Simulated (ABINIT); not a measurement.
# AgCl (Fm-3m): G0W0 with ABINIT, start to end

How does a plane-wave GW calculation on AgCl (Fm-3m) run from the first input to the gap?

Program: ABINIT 10.8.3. Level of theory: PBE and many-body steps on it, plane waves. Values are calculated unless marked as measured.

**1. The system as given**

It takes space group Fm-3m (No. 225, cubic). Conventional cell: a = 5.545 Å, b = 5.545 Å, c = 5.545 Å, α = 90.00°, β = 90.00°, γ = 90.00°. Nearest to Ag lie 6 Cl at 2.77 Å. Nearest to Cl lie 6 Ag at 2.77 Å. Farther neighbours, and contacts between anions beyond the nearest, are not listed.

The cell and positions are those that the Materials Project relaxed with its own functionals (PBE, PBE+U or r2SCAN), kept fixed.

**2. Ground state**

This step: ABINIT 10.8.3; DFT, PBE, plane waves, norm-conserving pseudopotentials.

The ground-state density comes first.

run.abi

```
acell 3*1.0 Angstrom
rprim 
  0.000000000000 2.772662996800 2.772662996800
  2.772662996800 0.000000000000 2.772662996800
  2.772662996800 2.772662996800 0.000000000000
ntypat 2
znucl 47 17
natom 2
typat 1 2
xred 
  0.000000000000 0.000000000000 0.000000000000
  0.500000000000 0.500000000000 0.500000000000
pp_dirpath "pseudos"
pseudos "Ag.upf, Cl.upf"
ecut 37
ngkpt 6 6 6
nshiftk 1
shiftk 0 0 0
kptopt 1
chksymbreak 0
nband 18
occopt 1
tolvrs 1e-10
nstep 60
prtwf 0
optforces 0
optstress 0
indata_prefix "in"
outdata_prefix "out"
tmpdata_prefix "tmp"
```

Run with:

```console
$ OMP_NUM_THREADS=1 mpirun -n 4 abinit run.abi > log
```

The log of the run:

```text
.Version 10.8.3 of ABINIT. v10.8.2 released Aug 2026.

 Symmetries : space group Fm -3 m (#225); Bravais cF (face-center cubic)
================================================================================
 Values of the parameters that define the memory need of the present run
     intxc =       0    ionmov =       0      iscf =       7    lmnmax =       6
     lnmax =       6     mgfft =      45  mpssoang =       3    mqgrid =    3001
     natom =       2  nloc_mem =       1    nspden =       1   nspinor =       1
    nsppol =       1      nsym =      48    n1xccc =    2501    ntypat =       2
    occopt =       1   xclevel =       2
-    mband =          18        mffmem =           1         mkmem =           4
       mpw =        3104          nfft =       91125          nkpt =          16
================================================================================
  Rough estimation (10% accuracy) of disk space for files :
================================================================================

--------------------------------------------------------------------------------
------------- Echo of variables that govern the present computation ------------
--------------------------------------------------------------------------------
 -outvars: echo values of preprocessed input variables --------
            acell      1.8897261259E+00  1.8897261259E+00  1.8897261259E+00 Bohr

      chksymbreak           0
             ecut      3.70000000E+01 Hartree
-          fftalg         312

              ixc     -101130
              kpt      0.00000000E+00  0.00000000E+00  0.00000000E+00
                       1.66666667E-01  0.00000000E+00  0.00000000E+00
                       3.33333333E-01  0.00000000E+00  0.00000000E+00
                       5.00000000E-01  0.00000000E+00  0.00000000E+00
                       1.66666667E-01  1.66666667E-01  0.00000000E+00
                       3.33333333E-01  1.66666667E-01  0.00000000E+00
                       5.00000000E-01  1.66666667E-01  0.00000000E+00
                      -3.33333333E-01  1.66666667E-01  0.00000000E+00
                      -1.66666667E-01  1.66666667E-01  0.00000000E+00
   [... 5 further rows ...]
                      -3.33333333E-01  3.33333333E-01  1.66666667E-01
                      -3.33333333E-01  5.00000000E-01  1.66666667E-01
         kptrlatt        6    0    0      0    6    0      0    0    6
          kptrlen      4.44592572E+01
P           mkmem           4
            natom           2
            nband          18
            ngfft          45      45      45
             nkpt          16
            nstep          60
             nsym          48
           ntypat           2
              occ      2.000000  2.000000  2.000000  2.000000  2.000000  2.000000
                       2.000000  2.000000  2.000000  2.000000  2.000000  2.000000
                       2.000000  0.000000  0.000000  0.000000  0.000000  0.000000
        optforces           0
        optstress           0
            prtwf           0
            rprim      0.0000000000E+00  2.7726629968E+00  2.7726629968E+00
[...]
spgroup         225

           tolvrs      1.00000000E-10

             xred      0.0000000000E+00  0.0000000000E+00  0.0000000000E+00
[...]
znucl       47.00000   17.00000

================================================================================

 chkinp: Checking input parameters for consistency.

================================================================================
== DATASET  1 ==================================================================
-   mpi_nproc: 4, omp_nthreads: 1 (-1 if OMP is not activated)

--- !DatasetInfo
iteration_state: {dtset: 1, }
dimensions: {natom: 2, nkpt: 16, mband: 18, nsppol: 1, nspinor: 1, nspden: 1, mpw: 3104, }
cutoff_energies: {ecut:  37.0, pawecutdg:  -1.0, }
electrons: {nelect:   2.60000000E+01, charge:   0.00000000E+00, occopt:   1.00000000E+00, tsmear:   1.00000000E-02, }

 Real(R)+Recip(G) space primitive vectors, cartesian coordinates (Bohr,Bohr^-1):
 R(1)=  0.0000000  5.2395737  5.2395737  G(1)= -0.0954276  0.0954276  0.0954276
 R(2)=  5.2395737  0.0000000  5.2395737  G(2)=  0.0954276 -0.0954276  0.0954276
 R(3)=  5.2395737  5.2395737  0.0000000  G(3)=  0.0954276  0.0954276 -0.0954276
 Unit cell volume ucvol=  2.8768542E+02 bohr^3
 Angles (23,13,12)=  6.00000000E+01  6.00000000E+01  6.00000000E+01 degrees

 getcut: wavevector=  0.0000  0.0000  0.0000  ngfft=  45  45  45
         ecut(hartree)=     37.000   => boxcut(ratio)=   2.16858

--- Pseudopotential description ------------------------------------------------
- Ag Generated using ONCVPSP code by D. R. Hamann
- 47.00000  19.00000  171031                  znucl, zion, pspdat
12 -101130 2 -1 1538                          pspcod,pspxc,lmax,lloc,mmax
     nproj     2     2     2
  pspatm : epsatm=   27.55768671
         --- l  ekb(1:nproj) -->
[...]
pspatm: atomic psp has been read  and splines computed

- Cl Generated using ONCVPSP code by D. R. Hamann
- 17.00000   7.00000  171031                  znucl, zion, pspdat
12 -101130 2 -1 1028                          pspcod,pspxc,lmax,lloc,mmax
     nproj     2     2     2
  pspatm : epsatm=    9.12776517
         --- l  ekb(1:nproj) -->
[...]
2   -2.938609   -0.805455
 pspatm: atomic psp has been read  and splines computed

   9.53821749E+02                                ecore*ucvol(ha*bohr**3)
--------------------------------------------------------------------------------

_setup2: Arith. and geom. avg. npw (full set) are    3089.792    3089.776

================================================================================

--- !BeginCycle
iteration_state: {dtset: 1, }
solver: {iscf: 7, nstep: 60, nline: 4, wfoptalg: 0, }
tolerances: {tolvrs: 1.00E-10, }

     iter   Etot(hartree)      deltaE(h)  residm     vres2
 ETOT  1  -171.28489473566    -1.713E+02 1.760E-01 1.135E+02
 ETOT  2  -171.44520571219    -1.603E-01 1.171E-02 2.662E+01
 ETOT  3  -171.44802249563    -2.817E-03 5.824E-03 3.688E-01
 ETOT  4  -171.44802389131    -1.396E-06 7.670E-04 9.835E-02
 ETOT  5  -171.44802925179    -5.360E-06 3.690E-04 6.813E-02
 ETOT  6  -171.44804014168    -1.089E-05 3.383E-05 1.133E-04
 ETOT  7  -171.44804015137    -9.692E-09 3.562E-05 3.729E-06
 ETOT  8  -171.44804015175    -3.825E-10 3.792E-06 3.670E-08
 ETOT  9  -171.44804015178    -2.356E-11 4.137E-06 2.096E-10
 ETOT 10  -171.44804015177     7.873E-12 1.681E-06 1.069E-12

 At SCF step   10       vres2   =  1.07E-12 < tolvrs=  1.00E-10 =>converged.

--- !ResultsGS
iteration_state: {dtset: 1, }
comment   : Summary of ground state results
lattice_vectors:
- [  0.0000000,   5.2395737,   5.2395737, ]
- [  5.2395737,   0.0000000,   5.2395737, ]
- [  5.2395737,   5.2395737,   0.0000000, ]
lattice_lengths: [   7.40988,    7.40988,    7.40988, ]
lattice_angles: [ 60.000,  60.000,  60.000, ] # degrees, (23, 13, 12)
lattice_volume:   2.8768542E+02
convergence: {deltae:  7.873E-12, res2:  1.069E-12, residm:  1.681E-06, diffor:  0.000E+00, }
etotal    :  -1.71448040E+02
entropy   :   0.00000000E+00
fermie    :   1.71925627E-01
cartesian_stress_tensor: null
pressure_GPa: null
xred      :
- [  0.0000E+00,   0.0000E+00,   0.0000E+00, Ag]
- [  5.0000E-01,   5.0000E-01,   5.0000E-01, Cl]
cartesian_forces: null
force_length_stats: {min: null, max: null, mean: null, }

 Integrated electronic density in atomic spheres:
 ------------------------------------------------
 Atom  Sphere_radius  Integrated_density
    1        2.00000         16.40304711
    2        2.00000          5.03358884
================================================================================

 ----iterations are completed or convergence reached----

 Mean square residual over all n,k,spin=   10.909E-09; max=  16.809E-07
 reduced coordinates (array xred) for    2 atoms
       0.000000      0.000000      0.000000
       0.500000      0.500000      0.500000
 rms dE/dt=  0.0000E+00; max dE/dt=  0.0000E+00; dE/dt below (all hartree)
    1       0.000000      0.000000      0.000000
    2       0.000000      0.000000      0.000000

 cartesian coordinates (angstrom) at end:
    1      0.000000     0.000000     0.000000
    2      2.772663     2.772663     2.772663
 length scales=  1.889726  1.889726  1.889726 bohr
              =  1.000000  1.000000  1.000000 angstroms
 prteigrs : about to open file out_EIG
 Fermi (or HOMO) energy (hartree) =   0.17193   Average Vxc (hartree)=  -0.37624
 Eigenvalues (hartree) for nkpt=  16  k points:
 kpt#   1, nband= 18, wtk=  0.00463, kpt=  0.0000  0.0000  0.0000 (reduced coord)
  -3.12642   -1.78604   -1.78604   -1.78604   -0.38473    0.08215    0.08215    0.08215
   0.08367    0.08367    0.08678    0.08678    0.08678    0.20547    0.56516    0.56516
   0.56516    0.62865
 prteigrs : prtvol=0 or 1, do not print more k-points.

--- !EnergyTerms
iteration_state     : {dtset: 1, }
comment             : Components of total free energy in Hartree
kinetic             :  5.893183E+01
hartree             :  5.046746E+01
xc                  : -2.767133E+01
Ewald energy        : -1.035228E+02
psp_core            :  3.315503E+00
local_psp           : -1.531625E+02
non_local_psp       :  1.938217E-01
total_energy        : -1.714480E+02
total_energy_eV     : -4.665339E+03
band_energy         : -1.645922E+01

== END DATASET(S) ==============================================================
================================================================================

 -outvars: echo values of variables after computation  --------
           etotal     -1.7144804015E+02
            nband          18
             nkpt          16
          spgroup         225
 [... the other variables as echoed above ...]

 Calculation completed.
```

Wall time 10 s (4 MPI ranks of Arm Neoverse V2, shared host); peak memory 0.32 GiB; 40 s of CPU time.

Read from the output:

```yaml
total_energy: -4665.3388 eV
gap: 0.9127 eV
k_of_the_valence_top: 0.5, 0, 0
k_of_the_conduction_bottom: 0, 0, 0
least_direct_gap: 3.230 eV
```

The gap is indirect, with the least direct gap 2.32 eV higher.

**3. Bands along the symmetry lines**

Levels along a band path, at the cheap level, show where the edges lie and whether the meshes to come will hold them.

run.abi

```
acell 3*1.0 Angstrom
rprim 
  0.000000000000 2.772662996800 2.772662996800
  2.772662996800 0.000000000000 2.772662996800
  2.772662996800 2.772662996800 0.000000000000
ntypat 2
znucl 47 17
natom 2
typat 1 2
xred 
  0.000000000000 0.000000000000 0.000000000000
  0.500000000000 0.500000000000 0.500000000000
pp_dirpath "pseudos"
pseudos "Ag.upf, Cl.upf"
ecut 37
iscf -2
irdden 1
kptopt 0
nkpt 50
kpt 
  0.00000000 0.00000000 0.00000000
  0.06250000 0.00000000 0.06250000
  0.12500000 0.00000000 0.12500000
  0.18750000 0.00000000 0.18750000
  0.25000000 0.00000000 0.25000000
  0.31250000 0.00000000 0.31250000
  0.37500000 0.00000000 0.37500000
  0.43750000 0.00000000 0.43750000
  0.50000000 0.00000000 0.50000000
  0.51562500 0.03125000 0.51562500
  0.53125000 0.06250000 0.53125000
  0.54687500 0.09375000 0.54687500
  0.56250000 0.12500000 0.56250000
  0.57812500 0.15625000 0.57812500
  0.59375000 0.18750000 0.59375000
  0.60937500 0.21875000 0.60937500
  0.62500000 0.25000000 0.62500000
  0.37500000 0.37500000 0.75000000
  0.32812500 0.32812500 0.65625000
  0.28125000 0.28125000 0.56250000
  0.23437500 0.23437500 0.46875000
  0.18750000 0.18750000 0.37500000
  0.14062500 0.14062500 0.28125000
  0.09375000 0.09375000 0.18750000
  0.04687500 0.04687500 0.09375000
  0.00000000 0.00000000 0.00000000
  0.06250000 0.06250000 0.06250000
  0.12500000 0.12500000 0.12500000
  0.18750000 0.18750000 0.18750000
  0.25000000 0.25000000 0.25000000
  0.31250000 0.31250000 0.31250000
  0.37500000 0.37500000 0.37500000
  0.43750000 0.43750000 0.43750000
  0.50000000 0.50000000 0.50000000
  0.50000000 0.46875000 0.53125000
  0.50000000 0.43750000 0.56250000
  0.50000000 0.40625000 0.59375000
  0.50000000 0.37500000 0.62500000
  0.50000000 0.34375000 0.65625000
  0.50000000 0.31250000 0.68750000
  0.50000000 0.28125000 0.71875000
  0.50000000 0.25000000 0.75000000
  0.50000000 0.21875000 0.71875000
  0.50000000 0.18750000 0.68750000
  0.50000000 0.15625000 0.65625000
  0.50000000 0.12500000 0.62500000
  0.50000000 0.09375000 0.59375000
  0.50000000 0.06250000 0.56250000
  0.50000000 0.03125000 0.53125000
  0.50000000 0.00000000 0.50000000
istwfk *1
nband 20
nbdbuf 2
tolwfr 1e-08
nstep 40
prtwf 0
prtvol 0
indata_prefix "in"
outdata_prefix "out"
tmpdata_prefix "tmp"
```

The log of the run:

```text
.Version 10.8.3 of ABINIT. v10.8.2 released Aug 2026.

 Symmetries : space group Fm -3 m (#225); Bravais cF (face-center cubic)
[... echo of the input left out ...]
== DATASET  1 ==================================================================
-   mpi_nproc: 4, omp_nthreads: 1 (-1 if OMP is not activated)

--- !DatasetInfo
iteration_state: {dtset: 1, }
dimensions: {natom: 2, nkpt: 50, mband: 20, nsppol: 1, nspinor: 1, nspden: 1, mpw: 3119, }
cutoff_energies: {ecut:  37.0, pawecutdg:  -1.0, }
electrons: {nelect:   2.60000000E+01, charge:   0.00000000E+00, occopt:   1.00000000E+00, tsmear:   1.00000000E-02, }

 Real(R)+Recip(G) space primitive vectors, cartesian coordinates (Bohr,Bohr^-1):
 R(1)=  0.0000000  5.2395737  5.2395737  G(1)= -0.0954276  0.0954276  0.0954276
 R(2)=  5.2395737  0.0000000  5.2395737  G(2)=  0.0954276 -0.0954276  0.0954276
 R(3)=  5.2395737  5.2395737  0.0000000  G(3)=  0.0954276  0.0954276 -0.0954276
 Unit cell volume ucvol=  2.8768542E+02 bohr^3
 Angles (23,13,12)=  6.00000000E+01  6.00000000E+01  6.00000000E+01 degrees

 getcut: wavevector=  0.0000  0.0000  0.0000  ngfft=  45  45  45
         ecut(hartree)=     37.000   => boxcut(ratio)=   2.16858

--- Pseudopotential description ------------------------------------------------
- Ag Generated using ONCVPSP code by D. R. Hamann
- 47.00000  19.00000  171031                  znucl, zion, pspdat
12 -101130 2 -1 1538                          pspcod,pspxc,lmax,lloc,mmax
     nproj     2     2     2
  pspatm : epsatm=   27.55768671
         --- l  ekb(1:nproj) -->
             0    9.557566   -0.414742
             1    3.443234   -0.133519
             2   -1.597169   -0.391124
 pspatm: atomic psp has been read  and splines computed

- Cl Generated using ONCVPSP code by D. R. Hamann
- 17.00000   7.00000  171031                  znucl, zion, pspdat
12 -101130 2 -1 1028                          pspcod,pspxc,lmax,lloc,mmax
     nproj     2     2     2
  pspatm : epsatm=    9.12776517
         --- l  ekb(1:nproj) -->
[...]
pspatm: atomic psp has been read  and splines computed

--------------------------------------------------------------------------------

================================================================================
 prteigrs : about to open file out_EIG
 Non-SCF case, kpt    1 (  0.00000  0.00000  0.00000), residuals and eigenvalues=
  6.57E-09  2.03E-09  3.48E-09  6.50E-09  6.35E-09  3.06E-09  3.91E-09  7.55E-09
  4.33E-09  8.11E-09  1.65E-09  5.04E-09  7.53E-09  4.44E-09  3.97E-09  3.01E-09
  7.46E-09  3.77E-09  5.17E-06  9.68E-07
 -3.1264E+00 -1.7860E+00 -1.7860E+00 -1.7860E+00 -3.8473E-01  8.2146E-02
  8.2146E-02  8.2146E-02  8.3674E-02  8.3674E-02  8.6783E-02  8.6783E-02
  8.6783E-02  2.0547E-01  5.6516E-01  5.6516E-01  5.6516E-01  6.2865E-01
  6.6229E-01  6.6229E-01
 Non-SCF case, kpt    2 (  0.06250  0.00000  0.06250), residuals and eigenvalues=
[...]
2.98E-09  9.99E-09  6.81E-06  8.55E-05
[...]
6.4766E-01  6.7249E-01
 Non-SCF case, kpt    3 (  0.12500  0.00000  0.12500), residuals and eigenvalues=
[...]
8.27E-09  5.39E-09  2.35E-04  8.07E-04
[...]
6.7381E-01  6.9209E-01
[...]
Non-SCF case, kpt   49 (  0.50000  0.03125  0.53125), residuals and eigenvalues=
[...]
7.1038E-01  7.1173E-01
 Non-SCF case, kpt   50 (  0.50000  0.00000  0.50000), residuals and eigenvalues=
[...]
5.9747E-02  5.9747E-02  7.0236E-02  9.0611E-02  9.9980E-02  9.9980E-02
  1.0314E-01  2.5936E-01  4.6471E-01  4.8961E-01  5.9565E-01  5.9565E-01
  7.1125E-01  7.1507E-01

--- !ResultsGS
iteration_state: {dtset: 1, }
comment   : Summary of ground state results
lattice_vectors:
- [  0.0000000,   5.2395737,   5.2395737, ]
- [  5.2395737,   0.0000000,   5.2395737, ]
- [  5.2395737,   5.2395737,   0.0000000, ]
lattice_lengths: [   7.40988,    7.40988,    7.40988, ]
lattice_angles: [ 60.000,  60.000,  60.000, ] # degrees, (23, 13, 12)
lattice_volume:   2.8768542E+02
convergence: {deltae:  0.000E+00, res2:  0.000E+00, residm:  9.990E-09, diffor:  0.000E+00, }
etotal    :  -1.71448040E+02
entropy   :   0.00000000E+00
fermie    :   1.71925627E-01
cartesian_stress_tensor: null
pressure_GPa: null
xred      :
- [  0.0000E+00,   0.0000E+00,   0.0000E+00, Ag]
- [  5.0000E-01,   5.0000E-01,   5.0000E-01, Cl]
cartesian_forces: null
force_length_stats: {min: null, max: null, mean: null, }

 Integrated electronic density in atomic spheres:
 ------------------------------------------------
 Atom  Sphere_radius  Integrated_density
[...]
================================================================================

 ----iterations are completed or convergence reached----

 Mean square residual over all n,k,spin=   50.010E-10; max=  99.896E-10
 reduced coordinates (array xred) for    2 atoms
       0.000000      0.000000      0.000000
       0.500000      0.500000      0.500000

 cartesian coordinates (angstrom) at end:
[...]
length scales=  1.889726  1.889726  1.889726 bohr
              =  1.000000  1.000000  1.000000 angstroms
 prteigrs : about to open file out_EIG
 Eigenvalues (hartree) for nkpt=  50  k points:
 kpt#   1, nband= 20, wtk=  1.00000, kpt=  0.0000  0.0000  0.0000 (reduced coord)
[...]
kpt#   2, nband= 20, wtk=  1.00000, kpt=  0.0625  0.0000  0.0625 (reduced coord)
[...]
kpt#   3, nband= 20, wtk=  1.00000, kpt=  0.1250  0.0000  0.1250 (reduced coord)
[...]
kpt#  49, nband= 20, wtk=  1.00000, kpt=  0.5000  0.0313  0.5313 (reduced coord)
[...]
0.58977    0.59740    0.71038    0.71173
 kpt#  50, nband= 20, wtk=  1.00000, kpt=  0.5000  0.0000  0.5000 (reduced coord)
  -3.12640   -1.78614   -1.78608   -1.78608   -0.36794    0.01324    0.05975    0.05975
   0.07024    0.09061    0.09998    0.09998    0.10314    0.25936    0.46471    0.48961
   0.59565    0.59565    0.71125    0.71507

== END DATASET(S) ==============================================================
================================================================================

 -outvars: echo values of variables after computation  --------
            nband          20
             nkpt          50
          spgroup         225
 [... the other variables as echoed above ...]

 Calculation completed.
```

Wall time 14 s (4 MPI ranks); peak memory 0.3 GiB; 57 s of CPU time.

This step gave:

* gap: 0.9127 eV
* k of the valence top: 0.5, 0.5, 0.5
* k of the conduction bottom: 0, 0, 0
* least direct gap: 2.992 eV

The gap is 0.913 eV, as in the run before at this level.

Electronic bands along the path, in eV, zero at the top of the highest filled band:

```
    point  band 10  band 11  band 12  band 13  band 14  band 15  band 16  band 17
        Γ    -2.40    -2.32    -2.32    -2.32     0.91    10.70    10.70    10.70
  halfway    -2.31    -1.76    -1.76    -1.33     3.43     7.38     8.73    10.12
        X    -2.21    -1.96    -1.96    -1.87     2.38     7.97     8.64    11.53
  halfway    -1.97    -1.93    -1.77    -1.77     2.74     7.82     8.48    10.91
        U    -2.02    -1.84    -1.65    -1.05     3.61     7.24     8.12     9.76
jump to K    -2.02    -1.84    -1.65    -1.05     3.61     7.24     8.12     9.76
  halfway    -2.15    -1.71    -1.71    -0.24     3.77     7.32     8.06     8.75
        Γ    -2.40    -2.32    -2.32    -2.32     0.91    10.70    10.70    10.70
  halfway    -2.26    -2.00    -0.80    -0.80     2.94     7.79     9.13     9.13
        L    -2.08    -1.76     0.00     0.00     4.24     6.54     7.62     7.62
  halfway    -2.07    -1.83    -0.99    -0.48     4.97     5.67     8.07     8.48
        W    -1.99    -1.96    -1.96    -1.18     4.19     7.87     7.87     7.99
  halfway    -1.97    -1.96    -1.94    -1.47     3.10     7.81     8.34     9.74
        X    -2.21    -1.96    -1.96    -1.87     2.38     7.97     8.64    11.53
```

[end of part 1 of 2]

[Long decimals in the printed logs are rounded to 6 places.]

[Logs are printed without paths, hosts, clocks, repeated set-up lines and the standing remarks that a program may print on its own settings, such as how far it seeks lower states.]

[Paths, hosts, dates, memory and timing lines, banners, echoed tables and standing remarks are left out of the program output; an Ansatz launch command may be rebuilt from the run's recorded settings. Measured values are a selection of at most five: reports struck by readers or far from the other reports are left out. None is set beside runs whose start may be inverted or whose files or cutoffs have a known fault.]

[Runs of the session that timed out or met a known fault of the program may be left out.]

[Hosts, paths, dates, database ids (printed as entryN), source tags and the programs' standing remarks are cut or masked in the printed files.]

[G0W0 gaps are taken among the corrected bands and points alone; a level outside them can change the order at an edge.]

[Where Ansatz stands beside ABINIT at settings called matched, ABINIT's density can come from a denser mesh and the files from another edition; pairs whose starting gaps differed by over 0.03 eV were left out, so agreement reads better than it is.]
